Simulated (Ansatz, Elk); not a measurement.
# How far do independent atoms describe Ni2AgS2?

The structure of Ni2AgS2 used here is made up (a known structure type with other elements) and was relaxed beforehand with PBEsol. The aim is the Fourier transform of its all-electron density, F(hkl), set beside the sum over free spherical atoms that refinements use.

Program: Elk 11.2.3 (patched build). Level of theory: DFT, PBE, all-electron APW+lo, Dirac cores, scalar-relativistic bands, static density, no spin. Results are calculated unless marked as measured.

This account leaves out most program logs.

The structure was built from a prototype and need not be the compound's stable phase.

### Step 1. The structure

It takes space group P-3m1 (No. 164, trigonal). Conventional cell: a = 3.773 Å, b = 3.773 Å, c = 5.939 Å, α = 90.00°, β = 90.00°, γ = 120.00°. Nearest to Ag lie 6 S at 2.76 Å. Nearest to Ni lie 4 S at 2.20 to 2.23 Å. Nearest to S lie 4 Ni at 2.20 to 2.23 Å and 3 Ag at 2.76 Å. Farther neighbours and most contacts between anions are not listed.

### Step 2. Ground state and structure factors

An all-electron density is needed, since X-rays see the cores too. Task 0 finds the density and task 195 Fourier-transforms it; tshift is off so that phases refer to the origin typed.

File elk.in:

```
tasks
  0
  195

xctype
  20

spinpol
  .false.

rgkmax
  7.0

gmaxvr
  14.0

lmaxo
  7

lmaxapw
  8

swidth
  0.002

tshift
  .false.

ramdisk
  .false.

hmaxvr
  5.5

maxscl
  120

epspot
  1e-06

sppath
  './'

avec
  7.12922423696 0.00000000000 -0.00000000000
  -3.56461211848 6.17408929848 0.00000000000
  -0.00000000000 -0.00000000000 11.22343124402

atoms
  3
  'Ag.in'
  1
  -0.0000000000 0.0000000000 0.0000000000   0.000000 0.000000 0.000000
  'Ni.in'
  2
  0.6666666667 0.3333333333 0.6596849217   0.000000 0.000000 0.000000
  0.3333333333 0.6666666667 0.3403150783   0.000000 0.000000 0.000000
  'S.in'
  2
  0.6666666667 0.3333333333 0.2849905976   0.000000 0.000000 0.000000
  0.3333333333 0.6666666667 0.7150094024   0.000000 0.000000 0.000000

ngridk
  7 7 4
```

The run is started by

```bash
$ OMP_NUM_THREADS=4 elk
```

Wall time 28 s (4 threads of Arm Neoverse V2, shared host); peak memory 0.19 GiB.

SFACRHO.OUT:

```text

h k l indices transformed by vhmat matrix:
   1.000000000       0.000000000       0.000000000    
   0.000000000       1.000000000       0.000000000    
   0.000000000       0.000000000       1.000000000    

      h      k      l  multipl.   |H|            Re(F)            Im(F)           |F|

      0      0      0      1   0.0000000       135.00000     -0.24221421E-16   135.00000    
      0      0     -1      2  0.55982749       9.7606307      -0.0000000       9.7606307    
     -1      0      0      6   1.0176700       4.1959058     -0.51418847E-14   4.1959058    
      0      0      2      2   1.1196550      -1.8513066      -0.0000000       1.8513066    
      0      1      1      6   1.1614900       68.384889     -0.17139616E-14   68.384889    
      1     -1     -1      6   1.1614900       40.872328      -0.0000000       40.872328    
     -1      0     -2      6   1.5130365       80.321613      -0.0000000       80.321613    
     -1      0      2      6   1.5130365       29.223075     -0.10283769E-13   29.223075    
      0      0     -3      2   1.6794825       87.189463     -0.17139616E-13   87.189463    
      1     -2      0      6   1.7626561       92.998678      0.25699245E-13   92.998678    
      1      1     -1     12   1.8494224       8.5927411      0.85698079E-14   8.5927411    
      0     -1     -3      6   1.9637499       25.126936      0.17139616E-14   25.126936    
      1      0      3      6   1.9637499      -8.3126989      0.42849040E-14   8.3126989    
      2     -2      0      6   2.0353400       4.9375003     -0.51418847E-14   4.9375003    
      1     -2     -2     12   2.0882011      0.47812949     -0.16711125E-13  0.47812949    
     -2      0      1      6   2.1109276       31.514063      0.42849040E-15   31.514063    
      0      2     -1      6   2.1109276       54.595749     -0.28280366E-13   54.595749    
      0      0      4      2   2.2393099       19.094234      -0.0000000       19.094234
```

Elk indexes on the primitive cell of elk.in and gives |H| = 4π sin θ/λ in inverse bohr. Below, one row stands for each form hkl of the conventional cell (m members, Friedel mates merged), F is for one primitive cell and the density is static (no thermal factor). Free-atom factors are Waasmaier and Kirfel's, and R is Σm||F|−|F'||/Σm|F|.

```tsv
hkl	m	sin θ/λ (Å⁻¹)	abs F, DFT	neutral atoms	diff.
001	2	0.084	9.761	10.023	-0.263
100	6	0.153	4.196	4.639	-0.443
002	2	0.168	1.851	1.343	+0.508
011	6	0.175	68.385	68.353	+0.032
101	6	0.175	40.872	40.963	-0.091
102	6	0.228	80.322	80.448	-0.126
012	6	0.228	29.223	29.304	-0.081
003	2	0.253	87.189	87.414	-0.224
110	6	0.265	92.999	93.353	-0.354
111	12	0.278	8.593	8.608	-0.016
013	6	0.295	25.127	25.147	-0.020
103	6	0.295	8.313	8.367	-0.054
200	6	0.306	4.938	4.652	+0.285
112	12	0.314	0.478	0.303	+0.175
021	6	0.317	31.514	31.548	-0.034
201	6	0.317	54.596	54.788	-0.192
004	2	0.337	19.094	18.910	+0.184
202	6	0.349	24.039	24.082	-0.043
022	6	0.349	65.215	65.418	-0.203
113	12	0.366	72.001	72.082	-0.082
104	6	0.370	23.398	23.451	-0.052
014	6	0.370	45.337	45.342	-0.005
```

### Step 3. The highest occupied states alone

An energy window below the Fermi level keeps the highest occupied states, to see at which angles they scatter; shallow core shells can lie inside it and anion s states outside. No new self-consistency is needed.

elk.in, as its differences from that of step 2:

```diff
@@ -1,3 +1,2 @@
 tasks
-  0
   195
@@ -40,2 +39,5 @@
 
+wsfac
+  -0.263630 0.587610
+
 sppath
```

The run is started by

```bash
$ OMP_NUM_THREADS=4 elk
```

Run time: 7.9 s. Hardware: 4 threads; peak memory 0.16 GiB.

States within 15 eV below the Fermi level hold 42.47 electrons; any levels below the window count with the cores, and a count that is not whole means the window cuts a band. Their amplitudes can exceed the total, where window and core parts have opposite phase:

```tsv
hkl	sin θ/λ (Å⁻¹)	abs F, window	abs F, all
001	0.084	2.172	9.761
100	0.153	3.148	4.196
002	0.168	3.914	1.851
011	0.175	15.545	68.385
101	0.175	4.261	40.872
102	0.228	14.840	80.322
012	0.228	0.027	29.223
003	0.253	13.716	87.189
110	0.265	13.181	92.999
111	0.278	1.932	8.593
```

### Step 4. Another functional

The difference from free atoms is small, so it is set against the change that PBEsol makes.

elk.in, as its differences from that of step 3:

```diff
@@ -1,2 +1,3 @@
 tasks
+  0
   195
@@ -4,3 +5,3 @@
 xctype
-  20
+  22
 
@@ -39,5 +40,2 @@
 
-wsfac
-  -0.263630 0.587610
-
 sppath
```

The run is started by

```bash
$ OMP_NUM_THREADS=4 elk
```

The job ended after 28 s (4 threads; peak memory 0.19 GiB).

Against the first run R = 0.04 %; the largest change is -0.042 at 101.

### Step 5. Basis size

The basis and the expansions that go with it are enlarged, to see whether the differences are converged.

elk.in, as its differences from that of step 4:

```diff
@@ -5,3 +5,3 @@
 xctype
-  22
+  20
 
@@ -11,12 +11,12 @@
 rgkmax
-  7.0
+  8.5
 
 gmaxvr
-  14.0
+  18.0
 
 lmaxo
-  7
+  9
 
 lmaxapw
-  8
+  10
```

The run is started by

```bash
$ OMP_NUM_THREADS=4 elk
```

Run time: 69 s. Hardware: 4 threads; peak memory 0.36 GiB; 3.4 min of CPU time.

Against the first run R = 0.01 %; the largest change is -0.016 at 025.

### Step 6. Settings against the effect

```tsv
run	R against the first run (%)	R against neutral atoms, low angle (%)	wall time
PBE, rgkmax 7	0.00	0.39	28 s
PBEsol	0.04	0.43	28 s
rgkmax 8.5 with larger expansions	0.01	0.39	69 s
```

### Step 7. Outcome

| Quantity | Value |
| --- | --- |
| R against neutral atoms, sin θ/λ < 0.3 Å⁻¹ | 0.39 % |
| R against neutral atoms, 0.3 to 0.81 Å⁻¹ | 0.27 % |

What this shows: Independent neutral atoms miss the calculated amplitudes by R = 0.39 % below 0.3 Å⁻¹ and 0.27 % from there to 0.81 Å⁻¹; by shells, 2.69 % below 0.15 Å⁻¹ (1 form), 0.37 % 0.15 to 0.3 (11 forms), 0.30 % 0.3 to 0.45 (21 forms), 0.26 % above 0.45 (116 forms). Bonding, aspherical density and the tables' own atoms all enter these figures, and the runs don't part them. The largest change of an amplitude is +0.51 electrons, at 002. Weak lines can change much in proportion: 112 goes from 0.30 to 0.48. The window's part falls from 42.5 electrons at the origin to at most 4.56 between 0.45 and 0.81 Å⁻¹, where compact states inside the window still scatter. Below 0.3 Å⁻¹ the changes that finished (PBEsol and rgkmax 8.5 with larger expansions) move F by R = 0.05 % at most, against the 0.39 % that separates it from free atoms. The k-mesh has no finished test. These runs have no spin, though d or f shells may be open. The electron count is odd, so without spin the run is a metal by force. Part of the difference isn't bonding: the tables are fits to free atoms and ions calculated by other methods than this functional. Thermal motion, anomalous dispersion and extinction are left out.

[Logs are printed without paths, hosts, clocks, repeated set-up lines and the standing remarks that a program may print on its own settings, such as how far it seeks lower states.]

[Hosts, paths, dates, database ids (printed as entryN), source tags and the programs' standing remarks are cut or masked in the printed files.]
